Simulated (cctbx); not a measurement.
## From intensities to atoms

Cell a = 4.2480 Å, b = 4.2480 Å, c = 6.8010 Å, α = 90.00°, β = 90.00°, γ = 120.00°; space group P6_3/mmc (no. 194); content Sm2 Cu2 Mn2.

The data are simulated with cctbx, not measured: Mo Kα, λ = 0.71073 Å, to d = 0.84 Å, 95 % of the full sphere, strongest reflection 40000 counts, noise from counting, a 3 % proportional error and a noise floor of 2 counts (s.d.); no absorption, and some extinction, which the refinements don't model.

Charge flipping in P1 on plain amplitudes to 0.84 Å, δ = 1.1 σ, 10 % of the reflections treated as weak, 300 cycles:

```text
cycle      R  skewness
    0  0.486     0.43
   25  0.246     4.12
   50  0.237     3.98
   75  0.232     3.96
  100  0.249     3.98
  125  0.234     3.86
  150  0.236     3.82
  175  0.218     3.97
  200  0.248     3.94
  225  0.229     3.92
  250  0.230     3.87
  275  0.235     3.89
origin shift          correlation  skewness
 0.861  0.079  0.190      0.956      7.21
 0.513  0.408  0.434      0.962      5.27
 0.513  0.408  0.184      0.962      5.25
 0.861  0.079  0.440      0.956      7.21
taken: symmetry correlation 0.956, skewness 7.21
peak      x       y       z  mult  height/sigma
Q1    0.0000  0.0000  0.0000    2     15.9
Q2    0.3333  0.6667  0.2500    2      6.4
Q3    0.3333  0.6667  0.7500    2      6.3
Q4    0.9948  0.2635  0.0789   24      0.6
Q5    0.1598  0.3196  0.2500    6      0.5
Q6    0.0000  0.0000  0.1783    4      0.5
Q7    0.0000  0.5000  0.0000    6      0.5
Q8    0.1622  0.3244  0.7500    6      0.5
```

The origin is taken among those within 0.04 of the best correlation, by the skewness of the map.

Run time: 0.62 s on 1 thread of Arm Neoverse N1, with other jobs on the host, peak memory 0.07 GiB.

**Question.** Which peaks are atoms, and which elements?

Heights go roughly as Z and multiplicities must add up to the content. First model: Q1 = Sm1 (2 in the cell, height 15.9), Q2 = Cu1 (2 in the cell, height 6.4) and Q3 = Mn1 (2 in the cell, height 6.3). Against the true structure, Q1 is Sm, Q2 is Cu and Q3 is Mn; the other peaks are not atoms.

Least squares on F², isotropic:

```text
Rint 0.023, 50 unique reflections to 0.84 A
cycle     R1     wR2    GooF  max shift (A)
   1  0.0449  0.1247   9.370   0.00000
   2  0.0117  0.0309   2.320   0.00000
final R1 0.0117 wR2 0.0309 GooF 2.320  parameters 3  data/parameter 16.7
atom        x        y        z      Ueq    occ   su(xyz)  su(Uiso or U11)
Sm1    0.00000  0.00000  0.00000   0.0160  1.000  0.00000  0.0003
Cu1    0.33333  0.66667  0.25000   0.0212  1.000  0.00000  0.0004
Mn1    0.33333  0.66667  0.75000   0.0177  1.000  0.00000  0.0004
difference map: max 0.62 min -0.68 rms 0.12
Q1    0.3333  0.6667  0.1701    4    0.63  0.54 A from Cu1
Q2    0.1573  0.3145  0.2500    6    0.25  1.30 A from Cu1
Q3    0.9940  0.2985  0.0959   24    0.24  1.44 A from Sm1
Q4    0.1304  0.2609  0.7500    6    0.16  1.49 A from Mn1
Q5    0.9945  0.4973  0.2500    6    0.16  1.21 A from Mn1
```

Anisotropic refinement:

```text
Rint 0.023, 50 unique reflections to 0.84 A
cycle     R1     wR2    GooF  max shift (A)
   1  0.0117  0.0309   2.399   0.00000
   2  0.0066  0.0132   1.026   0.00000
final R1 0.0066 wR2 0.0132 GooF 1.026  parameters 6  data/parameter 8.3
atom        x        y        z      Ueq    occ   su(xyz)  su(Uiso or U11)
Sm1    0.00000  0.00000  0.00000   0.0158  1.000  0.00000  0.0002
Cu1    0.33333  0.66667  0.25000   0.0210  1.000  0.00000  0.0002
Mn1    0.33333  0.66667  0.75000   0.0175  1.000  0.00000  0.0003
difference map: max 0.22 min -0.38 rms 0.09
Q1    0.9902  0.2976  0.1186   24    0.22  1.52 A from Sm1
Q2    0.1285  0.2571  0.2500    6    0.20  1.51 A from Cu1
Q3    0.1042  0.2083  0.7500    6    0.19  1.69 A from Mn1
Q4    0.0000  0.3988  0.0000   12    0.12  1.69 A from Sm1
Q5    0.2058  0.4115  0.0024   12    0.10  1.51 A from Sm1
Q6    0.0000  0.0000  0.1209    4    0.08  0.82 A from Sm1
```

**Reading.** The refinement ends at R1 = 0.0066, wR2 = 0.0132, GooF = 1.03, with difference density between -0.38 and 0.22 e/Å³. Every site matches the true model in element, within 0.001 Å r.m.s., up to an allowed shift of origin.

True model:

| atom | mult. | x | y | z | Ueq (Å²) |
| --- | --- | --- | --- | --- | --- |
| Sm1 | 2 | 0 | 0 | 1/2 | 0.0160 |
| Cu1 | 2 | 2/3 | 1/3 | 1/4 | 0.0210 |
| Mn1 | 2 | 2/3 | 1/3 | 3/4 | 0.0173 |

This is a model crystal, built by substitution and not relaxed, with assumed displacement parameters.

[Middle refinement cycles are left out of these outputs.]

[Logs are printed without paths, hosts, clocks, repeated set-up lines and the standing remarks that a program may print on its own settings, such as how far it seeks lower states.]
